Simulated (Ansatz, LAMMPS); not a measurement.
# Structural relaxation of glassy 44SiO2-44B2O3-6MgO-6CaO (mol %) (120 atoms), part 2 of 2

Aim: bring glassy 44SiO2-44B2O3-6MgO-6CaO (mol %) (120 atoms) to a nearby minimum of the energy and see what moves.

Ansatz 0.2.0; Kohn-Sham DFT, PBE, PAW (set soft_2), plane waves.

The cell: 14 Si, 28 B, 2 Mg, 2 Ca and 74 O. The quench rate of 50 K/ps is many orders above laboratory rates. The starting topology of bonds comes from the classical model. Only the Γ point is sampled, in a cell whose shortest periodic width is 11 Å.

So far, density (g/cm³): step 5 (local order after relaxation) 2.31.

## 6. Single point at the relaxed geometry

One more single point at the end of the walk gives the fuller output and checks the residual forces.

File input.yaml:

```yaml
crystal:
  lattice:
    - [11.30929, 0.0, 0.0]
    - [0.0, 11.30929, 0.0]
    - [0.0, 0.0, 11.30929]
  atoms:
    - { symbol: Si, position: [0.08359, 0.40456, 0.29775] }
    - { symbol: Si, position: [0.57024, 0.39941, 0.62333] }
    - { symbol: Si, position: [0.28111, 0.92589, 0.26808] }
    - { symbol: Si, position: [0.75538, 0.46471, 0.04166] }
    - { symbol: Si, position: [0.13209, 0.8301, 0.47593] }
    - { symbol: Si, position: [0.45984, 0.62093, 0.25347] }
    - { symbol: Si, position: [0.69121, 0.70824, 0.13862] }
    - { symbol: Si, position: [0.267, 0.10762, 0.77163] }
    - { symbol: Si, position: [0.72811, 0.25566, 0.46271] }
    - { symbol: Si, position: [0.61952, 0.81531, 0.57964] }
    - { symbol: Si, position: [0.51062, 0.08601, 0.90339] }
    - { symbol: Si, position: [0.74599, 0.58728, 0.54109] }
    - { symbol: Si, position: [0.91492, 0.99421, 0.7698] }
    - { symbol: Si, position: [0.90973, 0.33831, 0.86278] }
    - { symbol: B, position: [0.06453, 0.14409, 0.88452] }
    - { symbol: B, position: [0.51278, 0.03737, 0.3007] }
    - { symbol: B, position: [0.485, 0.19058, 0.1269] }
    - { symbol: B, position: [0.53158, 0.72384, 0.78426] }
    - { symbol: B, position: [0.38192, 0.18952, 0.40685] }
    - { symbol: B, position: [0.16219, 0.2049, 0.44621] }
    - { symbol: B, position: [0.19152, 0.31756, 0.09441] }
    - { symbol: B, position: [0.74159, 0.29048, 0.22298] }
    - { symbol: B, position: [0.29135, 0.4303, 0.91246] }
    - { symbol: B, position: [0.30737, 0.74577, 0.09699] }
    - { symbol: B, position: [0.13649, 0.12443, 0.1849] }
    - { symbol: B, position: [0.89968, 0.4329, 0.44525] }
    - { symbol: B, position: [0.31413, 0.733, 0.86594] }
    - { symbol: B, position: [0.21994, 0.3502, 0.71125] }
    - { symbol: B, position: [0.41937, 0.69528, 0.49872] }
    - { symbol: B, position: [0.03164, 0.04402, 0.54902] }
    - { symbol: B, position: [0.08681, 0.4862, 0.59256] }
    - { symbol: B, position: [0.1779, 0.69023, 0.67544] }
    - { symbol: B, position: [0.62649, 0.89928, 0.01555] }
    - { symbol: B, position: [0.90184, 0.11556, 0.19325] }
    - { symbol: B, position: [0.73776, 0.14717, 0.81887] }
    - { symbol: B, position: [0.89192, 0.562, 0.7548] }
    - { symbol: B, position: [0.60862, 0.50226, 0.83529] }
    - { symbol: B, position: [0.67186, 0.01601, 0.44869] }
    - { symbol: B, position: [0.44538, 0.35854, 0.25904] }
    - { symbol: B, position: [0.79026, 0.92575, 0.15489] }
    - { symbol: B, position: [0.92265, 0.76803, 0.85807] }
    - { symbol: B, position: [0.09423, 0.63523, 0.31282] }
    - { symbol: Mg, position: [0.37628, 0.53658, 0.73648] }
    - { symbol: Mg, position: [0.93873, 0.70796, 0.10636] }
    - { symbol: Ca, position: [0.37259, 0.97753, 0.5566] }
    - { symbol: Ca, position: [0.31871, 0.46311, 0.46336] }
    - { symbol: O, position: [0.42483, 0.76356, 0.82395] }
    - { symbol: O, position: [0.68523, 0.29836, 0.32983] }
    - { symbol: O, position: [0.70786, 0.3762, 0.14188] }
    - { symbol: O, position: [0.2797, 0.7531, 0.97926] }
    - { symbol: O, position: [0.874, 0.40882, 0.98509] }
    - { symbol: O, position: [0.08398, 0.72124, 0.40011] }
    - { symbol: O, position: [0.61945, 0.51697, 0.55315] }
    - { symbol: O, position: [0.78349, 0.5997, 0.10059] }
    - { symbol: O, position: [0.65431, 0.50167, 0.94681] }
    - { symbol: O, position: [0.62207, 0.77673, 0.03126] }
    - { symbol: O, position: [0.74525, 0.11196, 0.46068] }
    - { symbol: O, position: [0.1533, 0.52727, 0.34658] }
    - { symbol: O, position: [0.06918, 0.14619, 0.49167] }
    - { symbol: O, position: [0.18293, 0.7891, 0.6055] }
    - { symbol: O, position: [0.42843, 0.40604, 0.62481] }
    - { symbol: O, position: [0.36644, 0.62676, 0.57839] }
    - { symbol: O, position: [0.61935, 0.98037, 0.34517] }
    - { symbol: O, position: [0.18304, 0.02914, 0.24359] }
    - { symbol: O, position: [0.22627, 0.42939, 0.8018] }
    - { symbol: O, position: [0.98382, 0.05374, 0.88237] }
    - { symbol: O, position: [0.54687, 0.9506, 0.94237] }
    - { symbol: O, position: [0.40688, 0.07728, 0.80429] }
    - { symbol: O, position: [0.79048, 0.80471, 0.18944] }
    - { symbol: O, position: [0.93096, 0.6454, 0.83287] }
    - { symbol: O, position: [0.23363, 0.6869, 0.78559] }
    - { symbol: O, position: [0.40698, 0.6709, 0.37779] }
    - { symbol: O, position: [0.53566, 0.11865, 0.2066] }
    - { symbol: O, position: [0.62182, 0.15959, 0.85099] }
    - { symbol: O, position: [0.59777, 0.65787, 0.23428] }
    - { symbol: O, position: [0.80858, 0.24588, 0.82183] }
    - { symbol: O, position: [0.9956, 0.47002, 0.52366] }
    - { symbol: O, position: [0.61766, 0.40714, 0.76231] }
    [... 36 atom lines left out ...]
    - { symbol: O, position: [0.60652, 0.79743, 0.72303] }
    - { symbol: O, position: [0.81175, 0.58997, 0.66921] }
    - { symbol: O, position: [0.25216, 0.8229, 0.17244] }
    - { symbol: O, position: [0.55527, 0.60408, 0.78916] }
    - { symbol: O, position: [0.81552, 0.19952, 0.19187] }
    - { symbol: O, position: [0.25144, 0.88526, 0.40784] }
kpoints:
  mp_grid: { grid: [1, 1, 1] }
hamiltonian:
  xc: pbe
scf:
  occupations: { method: fixed }
output:
  forces: true
  stress: true
  populations: true
  dos:
    method: { smearing: { sigma: 0.08 } }
    de: 0.1
    projected: { site_lists: { B: [B], Ca: [Ca], Mg: [Mg], O: [O], Si: [Si] } }
  eigenvalues: true
  write_density: true
  write_potential: true
  volumetric_format: npy
  elf: true
```

Run with:

```bash
> ansatz run input.yaml --threads 4 --pin off --max-ram 8192MiB --backend cpu --events-out ev --progress --plain --runs-dir out
```

Elapsed: 53 s, on 4 threads of Arm Neoverse N1, shared host; peak memory 2.1 GiB.

The run gave:

| Item | Value |
| --- | --- |
| free energy | -62852.7161 eV |
| free energy per atom | -523.7726 eV/atom |
| SCF cycles | 9 |
| pressure | 0.9913 GPa |
| r.m.s. force component | 0.00582 eV/Å |
| longest force | 0.0339 eV/Å |
| Fermi energy | 2.675 eV |
| gap (highest filled to lowest empty level) | 4.851 eV |
| spilling of the projection | 0.01103 |

Löwdin charges by element and coordination (they lack the spilled electrons, 0.057 e an atom on average):

| element | coordination | atoms | mean charge (e) | spread | least | most |
| --- | --- | --- | --- | --- | --- | --- |
| B | all | 28 | 0.645 | 0.0331 | 0.583 | 0.699 |
| B | 3 | 26 | 0.649 | 0.0317 | 0.583 | 0.699 |
| B | 4 | 2 | 0.599 | 0.0049 | 0.594 | 0.604 |
| Ca | all | 2 | 1.81 | 0.0078 | 1.80 | 1.81 |
| Ca | 5 | 1 | 1.81 | 0 | 1.81 | 1.81 |
| Ca | 8 | 1 | 1.80 | 0 | 1.80 | 1.80 |
| Mg | all | 2 | 1.68 | 0.0055 | 1.67 | 1.68 |
| Mg | 4 | 1 | 1.68 | 0 | 1.68 | 1.68 |
| Mg | 6 | 1 | 1.67 | 0 | 1.67 | 1.67 |
| O | all | 74 | -0.580 | 0.147 | -1.01 | -0.344 |
| O | 2 | 57 | -0.569 | 0.139 | -0.961 | -0.344 |
| O | 3 | 17 | -0.616 | 0.165 | -1.01 | -0.415 |
| Si | all | 14 | 1.77 | 0.0301 | 1.71 | 1.81 |

States in the cell by windows of 1 eV, zero at the Fermi level; the larger projections on atomic orbitals stand beside the total:

| from (eV) | to (eV) | total | O p | B p | O s |
| --- | --- | --- | --- | --- | --- |
| -18 | -17 | 14.6 | 0.2 | 2.2 | 10.6 |
| -17 | -16 | 7.6 | 0.2 | 1.0 | 5.6 |
| -16 | -15 | 1.9 | 0.1 | 0.0 | 1.4 |
| -15 | -11 | 0.0 | 0.0 | 0.0 | 0.0 |
| -11 | -10 | 3.9 | 2.7 | 0.2 | 0.1 |
| -10 | -9 | 22.2 | 15.4 | 1.3 | 0.5 |
| -9 | -8 | 22.3 | 15.5 | 2.3 | 0.6 |
| -8 | -7 | 35.3 | 25.0 | 4.9 | 0.6 |
| -7 | -6 | 37.8 | 27.2 | 5.5 | 0.5 |
| -6 | -5 | 28.1 | 20.5 | 4.2 | 0.9 |
| -5 | -4 | 38.2 | 28.9 | 5.9 | 1.4 |
| -4 | -3 | 58.6 | 49.1 | 4.1 | 2.3 |
| -3 | -2 | 82.2 | 75.4 | 2.1 | 1.7 |
| -2 | -1 | 76.1 | 72.4 | 1.0 | 0.9 |
| -1 | 0 | 36.7 | 35.0 | 0.5 | 0.3 |
| 0 | 1 | 2.7 | 2.5 | 0.0 | 0.0 |
| 1 | 4 | 0.0 | 0.0 | 0.0 | 0.0 |
| 4 | 5 | 2.0 | 0.1 | 0.1 | 0.4 |

The curve was stored every 0.10 eV, coarse against its broadening of 0.08 eV, so these counts are rough.

With fixed occupations the program's Fermi level is the highest filled level; weight inside the gap is the broadening of levels at its edges.

Between -26 and -18 eV lie 136 more states.

The levels nearest the highest filled one (over half full), pooled over k-points and spins:

| level less the highest filled one (eV) | occupation |
| --- | --- |
| -0.298 | 2 |
| -0.211 | 2 |
| -0.146 | 2 |
| -0.0766 | 2 |
| -0.0356 | 2 |
| 0 | 2 |
| 4.85 | 0 |
| 5.19 | 0 |
| 5.49 | 0 |
| 5.59 | 0 |
| 5.81 | 0 |
| 5.89 | 0 |

ELF in the ab plane at fractional z = 0.449, with atoms of Si and B and Ca and O within 0.2 Å of it. It is the smooth field of the valence electrons, not physical close to the nuclei.

Values, 13 rows by 16 columns, each cell a mean:
```
0.82 0.73 0.20 0.51 0.60 0.15 0.04 0.02 0.03 0.14 0.24 0.23 0.09 0.01 0.10 0.63
0.60 0.53 0.31 0.79 0.81 0.45 0.05 0.29 0.21 0.05 0.07 0.06 0.02 0.00 0.08 0.42
0.28 0.47 0.29 0.38 0.42 0.13 0.13 0.53 0.56 0.12 0.24 0.47 0.38 0.07 0.00 0.05
0.71 0.82 0.65 0.13 0.02 0.21 0.50 0.34 0.16 0.07 0.58 0.80 0.54 0.08 0.00 0.18
0.33 0.46 0.25 0.03 0.02 0.19 0.54 0.51 0.10 0.02 0.22 0.34 0.22 0.32 0.18 0.04
0.10 0.05 0.22 0.13 0.12 0.19 0.10 0.08 0.03 0.23 0.17 0.26 0.72 0.73 0.50 0.08
0.47 0.11 0.22 0.15 0.74 0.82 0.45 0.01 0.05 0.37 0.26 0.18 0.66 0.72 0.43 0.42
0.27 0.07 0.06 0.08 0.63 0.74 0.29 0.02 0.01 0.05 0.04 0.03 0.16 0.43 0.21 0.31
0.03 0.21 0.52 0.32 0.04 0.12 0.36 0.20 0.02 0.09 0.12 0.15 0.54 0.77 0.63 0.11
0.08 0.23 0.51 0.34 0.29 0.25 0.37 0.21 0.03 0.15 0.20 0.12 0.31 0.63 0.48 0.06
0.72 0.71 0.31 0.63 0.65 0.72 0.30 0.53 0.31 0.04 0.22 0.62 0.61 0.22 0.03 0.22
0.65 0.71 0.38 0.41 0.75 0.41 0.51 0.80 0.71 0.09 0.45 0.71 0.72 0.59 0.03 0.21
0.31 0.21 0.04 0.05 0.12 0.04 0.26 0.59 0.27 0.19 0.18 0.45 0.56 0.28 0.02 0.15
```
Columns run along a (11.3 Å), rows up along b (11.3 Å). Atoms in or near the plane, at fractional coordinates: Si at (0.73, 0.26), B at (0.16, 0.20), B at (0.90, 0.43), B at (0.67, 0.02), Ca at (0.32, 0.46), O at (0.75, 0.11), O at (0.82, 0.53), O at (0.28, 0.16).

Electrostatic potential energy in the ab plane at fractional z = 0.449, with atoms of Si and B and Ca and O within 0.2 Å of it. With pseudopotentials it is smooth inside the atoms' cores, unlike the true potential.

Ten even steps from '_' (-45 eV) to '@' (10 eV), each cell a mean:
```
##++##@@@@@@@@@@@@@@%%%%%%%%@@@@@@@@@@%%**----##%%@@@@@@@@@@@@@@
++--++%%%%%%%%##**%%%%%%%%%%@@@@@@@@@@@@%%%%%%@@@@@@@@@@@@@@@@@@
%%##**++--++**--::++%%@@@@@@@@@@@@@@@@@@@@@@@@@@@@@@@@@@@@@@@@@@
@@%%++______==****%%@@@@@@@@@@@@@@@@@@@@@@@@@@@@@@@@@@@@@@@@@@@@
@@%%++..__..++%%@@@@@@@@@@@@@@@@@@@@@@@@@@@@@@@@@@@@@@@@@@@@@@@@
@@%%**++++**##%%@@@@@@@@%%%%%%%%@@@@@@@@@@@@@@@@@@@@@@@@@@@@@@@@
@@%%++==##%%@@@@@@@@@@%%**++**%%@@@@@@@@@@@@%%%%@@@@@@@@@@@@@@@@
@@@@%%%%@@@@@@@@@@@@@@%%**--++##%%@@@@@@@@@@@@@@@@@@@@@@@@@@@@@@
@@@@@@@@@@@@@@@@@@@@@@%%%%##%%%%@@@@@@@@@@@@@@%%%%@@@@@@@@@@@@@@
@@@@@@@@@@@@@@@@@@@@@@%%%%%%@@@@@@@@@@@@@@@@%%%%####**%%@@@@@@@@
@@@@@@@@@@@@@@@@%%######%%%%@@@@@@@@@@@@@@@@%%%%##::..--%%@@@@@@
@@@@@@@@@@@@@@%%**::..--**%%@@@@@@@@@@@@@@@@@@@@##--..::##%%%%@@
%%@@@@@@@@@@%%##==______--##%%@@@@@@@@@@@@@@@@@@@@%%**++::::++%%
@@@@@@@@@@@@%%##++..__..++%%%%@@@@@@@@@@@@@@@@@@@@@@%%==____--##
@@@@@@@@@@@@@@%%##**++**##%%@@@@@@@@@@@@@@@@@@@@@@@@%%**----**%%
@@@@@@@@@@@@@@@@@@%%%%%%@@@@@@@@@@@@@@@@@@%%%%##%%%%**==##%%@@@@
@@@@@@@@%%%%%%@@@@@@@@@@@@@@@@@@@@@@@@@@%%**--..--****++%%@@@@@@
@@@@@@%%**++**%%@@@@%%%%%%%%@@@@@@@@@@@@%%==______--##@@@@@@@@@@
@@@@%%**..__..******##++==++%%@@@@@@@@@@%%++..__..++%%@@@@@@@@@@
@@##++==::__::==..__::==::==##%%@@@@@@@@@@%%**++++##@@@@@@@@@@@@
@@++--==##**##**::..==##****++++%%@@@@@@@@%%**....++@@@@@@@@@@@@
@@%%##%%@@@@@@@@%%%%%%%%%%##----**@@@@@@%%##==__..==@@@@@@@@@@@@
@@@@@@@@@@@@@@@@@@@@@@@@%%%%####%%@@@@%%==::::==**%%@@@@@@@@@@@@
@@@@@@@@@@@@@@@@@@@@%%%%%%%%@@@@@@@@@@##::____==%%@@@@@@@@@@@@@@
```
Columns run along a (11.3 Å; values clipped at the 3rd and 97th percentile), rows up along b (11.3 Å). Atoms in or near the plane, at fractional coordinates: Si at (0.73, 0.26), B at (0.16, 0.20), B at (0.90, 0.43), B at (0.67, 0.02), Ca at (0.32, 0.46), O at (0.75, 0.11), O at (0.82, 0.53), O at (0.28, 0.16).

Mean Löwdin charges: B +0.65, Ca +1.81, Mg +1.68, O -0.58, Si +1.77 e (they miss 1.1 % of the electrons, so they add up to more than the cell's charge). The largest share in the top eV of filled states is O p (97 % of the projected weight), and in the lowest eV of empty states B p (57 % of the projected weight).

A closer look about B34, picked at random: 10 atoms, nearest first, numbered in the order of the input, with positions taken from that point.

| atom | x | y | z | distance (Å) | bonds | Löwdin charge (e) |
| --- | --- | --- | --- | --- | --- | --- |
| B34 | 0.00 | 0.00 | 0.00 | 0.00 | 3 | 0.70 |
| O119 | -0.98 | 0.95 | -0.02 | 1.36 | 2 | -0.36 |
| O100 | 1.31 | 0.40 | -0.09 | 1.37 | 2 | -0.38 |
| O95 | -0.28 | -1.36 | 0.06 | 1.39 | 2 | -0.37 |
| B40 | -1.26 | -2.15 | -0.43 | 2.53 | 3 | 0.68 |
| B25 | 2.65 | 0.10 | -0.09 | 2.66 | 3 | 0.66 |
| B22 | -1.81 | 1.98 | 0.34 | 2.70 | 3 | 0.67 |
| O101 | -2.18 | -1.68 | -1.34 | 3.06 | 2 | -0.38 |
| O64 | 3.18 | -0.98 | 0.57 | 3.38 | 2 | -0.58 |
| O57 | -1.77 | -0.04 | 3.02 | 3.51 | 2 | -0.58 |

The column of bonds counts only the pairs O-B within 1.83 Å, O-Si within 2.08 Å, O-Ca within 2.93 Å, O-Mg within 2.62 Å; other neighbours, such as metal atoms beside each other in a compound, aren't counted, and periodic images can show an atom twice.

## 7. Outcome

```json
{"energy change in the relaxation": "-100.5 meV/atom", "r.m.s. displacement": "0.44 Å", "largest displacement": "1.181 Å", "free energy per atom": "-523.7726 eV/atom", "pressure": "0.9913 GPa", "r.m.s. force component": "0.00582 eV/Å", "gap (highest filled to lowest empty level)": "4.851 eV", "wall time of the 3 DFT runs": "12 min"}
```

What this shows: Relaxation lowers the energy by 101 meV/atom and moves atoms by 0.44 Å r.m.s.; the r.m.s. force component goes from 1.1 to 0.0058 eV/Å, the pressure goes from -4.4 to 0.99 GPa, and the gap from 3.37 to 4.85 eV. By the final cutoffs 3 of 165 bonded pairs parted and 3 joined. First to last step the energy falls by 12.061 eV; the largest move, 1.18 Å, is that of O64. The O-B bonds change most in mean length: from 1.409 Å (spread 0.031) to 1.385 Å (spread 0.040). With the cutoffs above, 93 % of B atoms have 3, 50 % of Ca atoms have 5 and as many 8, 50 % of Mg atoms have 4 and as many 6 and 77 % of O atoms have 2 bonded neighbours. 92 % of the oxygens bridge two formers (Si and B) and 8 % are non-bridging. The highest filled and lowest empty levels differ by 4.85 eV (at Γ alone); a semilocal functional tends to put such gaps too low. In a disordered cell it changes from sample to sample, and tail or defect levels can set it.

**Limits.** The network of bonds at the start is that of the classical potential that made the cell; in DFT 3 of its 165 bonded pairs passed out of the cutoffs and 3 came within them.

[Logs are printed without paths, hosts, clocks, repeated set-up lines and the standing remarks that a program may print on its own settings, such as how far it seeks lower states.]

[Hosts, paths, dates, database ids (printed as entryN), source tags and the programs' standing remarks are cut or masked in the printed files.]
